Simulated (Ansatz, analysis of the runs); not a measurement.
# A defect in a wire: Ir wire along [110], 4 atoms a period, divacancy of Ir and Ir, part 2 of 2

Wanted: the relaxed defect and the transmission past it, beside the channels of the perfect wire.

Ansatz 0.2.0; DFT PBE, plane waves, PAW; relaxation of a wire's period (the session's first sound run).

So far, conductance of the lead as this run defines it (G₀): step 3 (the wire at its relaxed period) 5.18.

### Step 5. Transmission between the leads

This step: DFT PBE, plane waves, PAW; transmission of a junction in a wire (Ansatz 0.2.0).

The cell is now read as a scatterer between two semi-infinite leads, named by two sites one period apart. The scattering states in its self-consistent potential are matched to the leads' states at each energy. One point across is taken, as for a wire in vacuum.

The input, input.yaml:

```yaml
crystal:
  lattice:
    - [10.67, 0.0, 0.0]
    - [0.0, 9.537, 0.0]
    - [0.0, 0.0, 23.2296107881]
  atoms:
    - { symbol: Ir, position: [0.322746706, 0.499973956, 0.0] }
    - { symbol: Ir, position: [0.677253294, 0.499973956, 0.0] }
    - { symbol: Ir, position: [0.5, 0.369503339, 0.055555556] }
    - { symbol: Ir, position: [0.5, 0.630444573, 0.055555556] }
    - { symbol: Ir, position: [0.322746706, 0.499973956, 0.111111111] }
    - { symbol: Ir, position: [0.677253294, 0.499973956, 0.111111111] }
    - { symbol: Ir, position: [0.5, 0.369503339, 0.166666667] }
    - { symbol: Ir, position: [0.5, 0.630444573, 0.166666667] }
[... 22 atom lines left out ...]
    - { symbol: Ir, position: [0.322746706, 0.499973956, 0.888888889] }
    - { symbol: Ir, position: [0.677253294, 0.499973956, 0.888888889] }
    - { symbol: Ir, position: [0.5, 0.369503339, 0.944444444] }
    - { symbol: Ir, position: [0.5, 0.630444573, 0.944444444] }
kpoints:
  mp_grid: { grid: [1, 1, 4] }
scf:
  occupations: { method: fermi_dirac, width: 0.05 }
hamiltonian:
  xc: pbe
output:
  transmission:
    e_range: [-1.26, 1.26]
    de: 0.035
    kmesh: [1, 1]
    reduced_basis: true
    leads: [[30, 0]]
  dos: { projected: true, e_range: [-4, 3] }
  write_potential: true
  write_density: true
  volumetric_format: npy
  elf: true
basis:
  ecutwfc: "350 eV"
```

The run is started by

```
$ ansatz run input.yaml --threads 4 --pin off --max-ram 16384MiB --backend cpu --events-out ev --progress --plain --runs-dir out
```

It took 7.3 min on 4 threads of Arm Neoverse V1, shared host; peak memory 6.1 GiB; 24 min of CPU time.

Numbers from this step:

| Quantity | Value |
| --- | --- |
| energy at zero smearing | -405731.3110 eV |
| transmission at the energy nearest the Fermi level, one spin | 1.971 |
| step of the lead's Hamiltonian | 22.2 meV |
| conductance of the junction | 1.877 G₀ |

Transmission, one spin against energy, zero at the Fermi level:

```
energy (eV)  transmission, one spin
      -1.26                    2.49
      -1.19                    2.45
      -1.12                    2.57
      -1.05                    2.38
      -0.98                    1.74
      -0.91                   0.931
      -0.84                    1.67
      -0.77                    1.29
      -0.70                    1.04
      -0.63                    1.07
      -0.59                   0.984
      -0.53                    1.10
      -0.49                    1.69
      -0.46                    1.41
      -0.39                    1.75
      -0.32                    2.14
      -0.28                    2.19
      -0.24                    2.15
      -0.17                    1.49
      -0.10                    1.91
      -0.04                    1.95
       0.00                    1.97
       0.04                    1.80
       0.10                    1.92
       0.17                    2.63
       0.24                    3.01
       0.28                    3.68
       0.32                    2.98
       0.39                    3.37
       0.46                    4.02
       0.53                    4.25
       0.56                    4.29
       0.59                    4.09
       0.63                    4.19
       0.70                    4.21
       0.77                    4.20
       0.84                    4.18
       0.91                    4.06
       0.98                    3.92
       1.05                    3.78
       1.12                    3.72
       1.19                    3.42
       1.26                    3.32
```

Table of open channels of the lead, one spin by energy, zero at the Fermi level:

energy (eV), open channels of the lead, one spin and a bar from the least value:
```
    -1.26        6.0 ###############
    -1.19        6.0 ###############
    -1.12        7.0 ####################
    -1.05        7.0 ####################
    -0.98        6.0 ###############
    -0.91        5.0 ##########
    -0.84        4.0 #####
    -0.77        3.0 
    -0.70        4.0 #####
    -0.63        4.0 #####
    -0.59        3.0 
    -0.53        5.0 ##########
    -0.46        5.0 ##########
    -0.39        5.0 ##########
    -0.32        5.0 ##########
    -0.24        5.0 ##########
    -0.17        5.0 ##########
    -0.10        7.0 ####################
    -0.04        5.0 ##########
     0.00        5.0 ##########
     0.04        5.0 ##########
     0.10        5.0 ##########
     0.17        6.0 ###############
     0.24        9.0 ##############################
     0.32        9.0 ##############################
     0.39        9.0 ##############################
     0.46        9.0 ##############################
     0.53        9.0 ##############################
     0.59        8.0 #########################
     0.63        8.0 #########################
     0.70        8.0 #########################
     0.77        8.0 #########################
     0.84        8.0 #########################
     0.91        7.0 ####################
     0.98        7.0 ####################
     1.05        6.0 ###############
     1.12        6.0 ###############
     1.19        5.0 ##########
     1.26        4.0 #####
```

Projected DOS an atom over height of the atomic layer and energy from the Fermi level.  broadened by a Gaussian of 0.15 eV, since few k-points sample the long cell.

Ten even steps from '0' (0.38 states/eV) to '9' (2.71 states/eV), each cell a mean:
```
000000011000000000
111011222111111111
222222333323223232
333434444755443333
787979644788787878
798869654578687979
323445446464333243
333365569565433333
555465578755555555
555456567753455556
445544638564554544
536463927363635363
827292926261827281
937271735362829282
938262654353739484
323122343232223332
212132232231112121
112232332231112010
323342433332324131
645443443545546575
554544454645553656
474734443334563837
```
Columns: height of the atomic layer (Å) from 0 to 21.9 (not evenly spaced); rows upwards: energy from the Fermi level (eV) from -3.98 to 1.47.

Valence density in the cb plane at fractional x = 0.497, with atoms of Ir within 0.2 Å of it. It is the smooth field of the valence electrons, not physical close to the nuclei.

Values in e/Å³, 13 rows by 16 columns, each cell a mean:
```
0.0 0.0 0.0 0.0 0.0 0.0 0.0 0.0 0.0 0.0 0.0 0.0 0.0 0.0 0.0 0.0
0.0 0.0 0.0 0.0 0.0 0.0 0.0 0.0 0.0 0.0 0.0 0.0 0.0 0.0 0.0 0.0
0.0 0.0 0.0 0.0 0.0 0.0 0.1 0.1 0.1 0.1 0.1 0.1 0.1 0.1 0.1 0.1
0.3 0.4 0.5 0.2 0.4 0.2 0.8 1.0 0.3 1.7 0.6 0.7 1.6 0.3 1.5 0.8
1.1 3.6 4.2 1.2 5.1 0.9 4.5 5.2 0.9 7.2 2.6 3.2 6.8 0.9 6.5 3.6
0.6 3.9 4.5 1.5 6.3 1.1 2.8 3.3 0.6 3.7 1.3 1.6 3.5 0.5 3.3 1.8
0.3 0.5 0.6 0.4 1.0 0.4 0.5 0.6 0.3 0.8 0.4 0.5 0.8 0.3 0.7 0.5
0.7 0.1 0.1 0.4 2.9 1.1 2.4 4.0 0.8 5.5 1.9 2.4 5.2 0.7 4.9 2.7
0.8 0.0 0.0 0.7 7.5 2.6 3.6 5.9 1.0 6.1 2.2 2.7 5.8 0.8 5.5 3.1
0.1 0.0 0.0 0.3 2.4 0.8 0.7 1.0 0.3 0.7 0.3 0.4 0.7 0.2 0.6 0.4
0.0 0.0 0.0 0.0 0.1 0.1 0.1 0.1 0.0 0.0 0.0 0.0 0.0 0.0 0.0 0.0
0.0 0.0 0.0 0.0 0.0 0.0 0.0 0.0 0.0 0.0 0.0 0.0 0.0 0.0 0.0 0.0
0.0 0.0 0.0 0.0 0.0 0.0 0.0 0.0 0.0 0.0 0.0 0.0 0.0 0.0 0.0 0.0
```
Columns run along c (16.0 Å, from fractional 0.31 to 1.00 of the cell), rows up along b (9.5 Å). Atoms in or near the plane, at fractional coordinates: Ir at (0.39, 0.60), Ir at (0.51, 0.34), Ir at (0.50, 0.60), Ir at (0.61, 0.36), Ir at (0.61, 0.62), Ir at (0.72, 0.37), Ir at (0.72, 0.63), Ir at (0.83, 0.37), Ir at (0.83, 0.63), Ir at (0.94, 0.37), Ir at (0.94, 0.63).

ELF in the cb plane at fractional x = 0.497, with atoms of Ir within 0.2 Å of it. It is the smooth field of the valence electrons, not physical close to the nuclei.

Ten even steps from '0' (0.00) to '9' (0.67), each cell a mean:
```
00000000000000000000000000000000000000000000
00000000000000000000000000000000000000000000
00000110000000000000011110001111000111100011
11112222211001222111123321112332111233211123
23333443332112343222245532123554212355421235
45555555553112465322346643224664322467532246
56655655664223565455556655655665565566555556
65557985665676565799965569997556999755699985
74469897557999555896975479688557968855796885
64479698558979644898964469897446989744699984
33358995446999433478643336764333676433357643
32335754434554322345432234553223455422345542
32223443334555322345432234543223454322345532
43222222333456433478753348985334898633489863
73211112334899754698974479698446978844697884
74310012336968855696885579798556979855698985
65310002236999855589975657886565788656578865
44310001235787556555446753334665333466533346
23210001234432356532246642223664222356422235
11100000122211245532234532112443211244321124
00000000011111123321112321111221101122210112
00000000000000011110001100000010000001000000
00000000000000000000000000000000000000000000
00000000000000000000000000000000000000000000
```
Columns run along c (16.0 Å, from fractional 0.31 to 1.00 of the cell), rows up along b (9.5 Å). Atoms in or near the plane, at fractional coordinates: Ir at (0.39, 0.60), Ir at (0.51, 0.34), Ir at (0.50, 0.60), Ir at (0.61, 0.36), Ir at (0.61, 0.62), Ir at (0.72, 0.37), Ir at (0.72, 0.63), Ir at (0.83, 0.37), Ir at (0.83, 0.63), Ir at (0.94, 0.37), Ir at (0.94, 0.63).

Electrostatic potential energy in the cb plane at fractional x = 0.497, with atoms of Ir within 0.2 Å of it. With pseudopotentials it is smooth inside the atoms' cores, unlike the true potential.

Ten even steps from '0' (-71 eV) to '9' (6 eV), each cell a mean:
```
99999999999999999999999999999999999999999999
99999999999999999999999999999999999999999999
99999999999999999999999999999999999999999999
99999999999999999999999999999999999999999999
99999999999999999999999999999999999999999999
99999999999999999999999999899999989999998999
89998889999889999876789986568998656899875689
68985447997546898621368862015886201588620148
48851014874102687300048840003784000378510027
58840003773001588400158851014885101488620147
89862125885113688743479985457898545789864578
99987678998657899887899998889999888899988889
89999999999888999987889987678998767899876789
79999999998756799743368873126887312588731258
58999999997311478510037840003785100378510037
58999999985100278500037851004785100378510037
79999999996200378731258974236897423689743368
99999999998644789976789998789999878899987889
99999999999888999999999999999999999999999999
99999999999999999999999999999999999999999999
99999999999999999999999999999999999999999999
99999999999999999999999999999999999999999999
99999999999999999999999999999999999999999999
99999999999999999999999999999999999999999999
```
Columns run along c (16.0 Å, from fractional 0.31 to 1.00 of the cell; values clipped at the 3rd and 97th percentile), rows up along b (9.5 Å). Atoms in or near the plane, at fractional coordinates: Ir at (0.39, 0.60), Ir at (0.51, 0.34), Ir at (0.50, 0.60), Ir at (0.61, 0.36), Ir at (0.61, 0.62), Ir at (0.72, 0.37), Ir at (0.72, 0.63), Ir at (0.83, 0.37), Ir at (0.83, 0.63), Ir at (0.94, 0.37), Ir at (0.94, 0.63).

By hand: the program gives 1.4292 × 10^14 S/m² over the cell's cross-section of 101.76 Å² = 1.018 × 10^-18 m², so one cell conducts 1.454 × 10^-4 S. Divided by G0 = 2e²/h = 7.748 × 10^-5 S this is 1.88 G0, a resistance of 6.88 kΩ.

The conductance is 1.88 G₀, with 5 channels a spin open in the lead. The lead's Hamiltonian steps by 22.2 meV, which the program lets pass, though it counts in the error estimate. The largest term of the program's error estimate is 6 %.

### Step 6. Conductance and thermopower from T(E)

This step: Landauer integrals over the computed T(E), interpolated linearly between its energies (analysis of the runs above).

Conductance and thermopower are moments of T(E) over the thermal window; sliding the window along E stands for a gate that leaves T(E) rigid.

Numbers from this step:

- conductance at 300 K, interpolated from T(E): 1.918 G₀
- thermopower at 300 K: -0.1207 μV/K
- Lorenz number over L0: 1.008

T(E) held rigid; rough near sharp steps of T(E). The conductance at 300 K by shift of the leads' level:

```csv
shift of the leads' level (eV),conductance at 300 K (G₀)
-0.900,1.30
-0.850,1.39
-0.800,1.34
-0.700,1.08
-0.650,1.04
-0.600,1.05
-0.550,1.14
-0.450,1.53
-0.400,1.70
-0.350,1.92
-0.300,2.08
-0.200,1.84
-0.150,1.71
-0.100,1.82
-0.050,1.91
0.050,1.92
0.100,2.07
0.150,2.40
0.200,2.78
0.300,3.13
0.350,3.08
0.400,3.47
0.450,3.89
0.550,4.21
0.600,4.19
0.650,4.19
0.700,4.21
0.800,4.19
0.850,4.15
0.900,4.07
```

T(E) held rigid; rough near sharp steps of T(E). Table of thermopower at 300 K by shift of the leads' level:

shift of the leads' level (eV), thermopower at 300 K (μV/K) and a bar from the least value:
```
   -0.900        3.7 ####################
   -0.800       11.8 ##########################
   -0.750       16.4 ##############################
   -0.650        1.7 ###################
   -0.550      -20.9 #
   -0.450      -14.3 ######
   -0.400      -17.7 ###
   -0.300       -4.5 ##############
   -0.200       14.8 #############################
   -0.150       -0.3 #################
   -0.050       -3.5 ##############
    0.050       -5.7 #############
    0.150      -22.0 
    0.200      -17.6 ###
    0.300        2.0 ###################
    0.400      -18.1 ###
    0.450      -12.1 ########
    0.550       -0.8 #################
    0.650       -0.5 #################
    0.750        0.4 #################
    0.800        0.9 ##################
    0.900        3.2 ####################
```

The two levels move by half the bias each and T(E) is held rigid. Table of current from the zero-bias T(E) by bias:

```csv
bias (V),current from the zero-bias T(E) (μA)
0.000,0
0.100,14.9
0.200,29.8
0.300,45.2
0.400,62.1
0.500,81.0
0.600,101
0.700,121
0.800,141
0.900,161
1.000,182
1.100,203
1.200,224
1.300,244
1.400,264
1.500,285
1.600,306
1.700,328
1.800,349
1.900,370
```

By hand, Mott's formula: S = −(π²k²T/3e) d ln T/dE, and π²k²T/3e = 7.33 μV/K × eV at 300 K. The computed T is 1.94 at -0.070 eV and 1.91 at +0.070 eV, so d ln T/dE ≈ -0.0853 per eV and S ≈ 0.625 μV/K, against -0.121 from the integrals.

The thermopower is -0.121 μV/K. The Lorenz ratio is 1.01, where the Wiedemann-Franz law gives 1. Moving the level by up to 0.1 eV either way gives -17 to -0.12 μV/K.

### Step 7. A varied input

This step: DFT PBE, plane waves, PAW; channels and complex bands of a perfect wire; changed: scf.occupations.width = null, scf.occupations.method = "tetrahedron_uncorrected" (Ansatz 0.2.0).

System of this step: Ir wire along [110], 4 atoms a period. The cell holds 4 atoms: 4 Ir. Its edges and angles: a = 10.670 Å, b = 9.537 Å, c = 2.581 Å, α = 90.0°, β = 90.0°, γ = 90.0°. Vacuum lies along a and b. The structure's axis is c.

The atoms of the run on the perfect lead are kept and the input is varied, to see whether the result depends on it.

The input, input.yaml:

```yaml
crystal:
  lattice:
    - [10.67, 0.0, 0.0]
    - [0.0, 9.537, 0.0]
    - [0.0, 0.0, 2.5810678653]
  atoms:
    - { symbol: Ir, position: [0.322746706, 0.499973956, 0.0] }
    - { symbol: Ir, position: [0.677253294, 0.499973956, 0.0] }
    - { symbol: Ir, position: [0.5, 0.369503339, 0.5] }
    - { symbol: Ir, position: [0.5, 0.630444573, 0.5] }
kpoints:
  mp_grid: { grid: [1, 1, 31] }
scf:
  occupations: { method: tetrahedron_uncorrected }
hamiltonian:
  xc: pbe
output:
  transmission:
    e_range: [-1.26, 1.26]
    de: 0.035
    kmesh: [1, 1]
    reduced_basis: true
    leads: [[0, 0]]
basis:
  ecutwfc: "350 eV"
```

The job ended after 80 s (4 threads; peak memory 1.2 GiB).

Numbers from this step:

```yaml
conductance_of_the_lead_as_this_run_defines_it: 5.420 G₀
```

Table of open channels of the lead, one spin by energy, zero at the Fermi level:

energy (eV), open channels of the lead, one spin and a bar from the least value:
```
    -1.26        6.0 ###########
    -1.19        6.0 ###########
    -1.12        7.0 ###############
    -1.05        7.0 ###############
    -0.98        6.0 ###########
    -0.91        5.0 ########
    -0.84        5.0 ########
    -0.77        4.0 ####
    -0.70        4.0 ####
    -0.63        4.0 ####
    -0.59        4.0 ####
    -0.53        3.0 
    -0.46        4.0 ####
    -0.39        5.0 ########
    -0.32        5.0 ########
    -0.24        5.0 ########
    -0.17        5.0 ########
    -0.10        5.0 ########
    -0.04        7.0 ###############
     0.00        5.0 ########
     0.04        5.0 ########
     0.10        5.0 ########
     0.17        7.0 ###############
     0.24        8.0 ###################
     0.32       11.0 ##############################
     0.39        7.0 ###############
     0.46        9.0 ######################
     0.53        9.0 ######################
     0.59        9.0 ######################
     0.63        8.0 ###################
     0.70        8.0 ###################
     0.77        8.0 ###################
     0.84        8.0 ###################
     0.91        8.0 ###################
     0.98        7.0 ###############
     1.05        6.0 ###########
     1.12        6.0 ###########
     1.19        6.0 ###########
     1.26        5.0 ########
```

It took 80 s against 86 s for the run it varies, and the conductance is 5.42 G₀ against 5.18 G₀.

The two runs compared:

| quantity | this run | the run it varies | difference |
| --- | --- | --- | --- |
| conductance of the lead as this run defines it (G₀) | 5.4198 | 5.1845 | 0.235 |

### Step 8. Outcome

| Quantity | Value |
| --- | --- |
| conductance of the perfect wire | 5.18 G₀ |
| conductance, divacancy of Ir and Ir | 1.88 G₀ |
| thermopower, divacancy of Ir and Ir | -0.121 μV/K |

What this shows: Summed over the computed window, 42 % of the lead's open channels pass the defect; the conductance at 300 K is 1.88 G₀. With divacancy of Ir and Ir, 37 % of the conductance of that run's own lead (5.11 G₀) is left. A plain interpolation of the computed T(E) gives 1.92 G₀ for that run; the program's 1.88 G₀ comes from its own average, which also places band edges between the computed energies. Transport is coherent and elastic here: the atoms are frozen, so scattering by vibrations plays no part. In the perfect wire the moments were started parallel, and no opposed start was run. Spin-orbit coupling is left out, which matters for the bands of heavy atoms. A junction with open d shells ran without spin, and none was tried there; atoms at the junction may want a moment. A cutoff under the files' recommended one was taken to save time; its effect on T(E) was not tested here.

[Logs are printed without paths, hosts, clocks, repeated set-up lines and the standing remarks that a program may print on its own settings, such as how far it seeks lower states.]

[Hosts, paths, dates, database ids (printed as entryN), source tags and the programs' standing remarks are cut or masked in the printed files.]
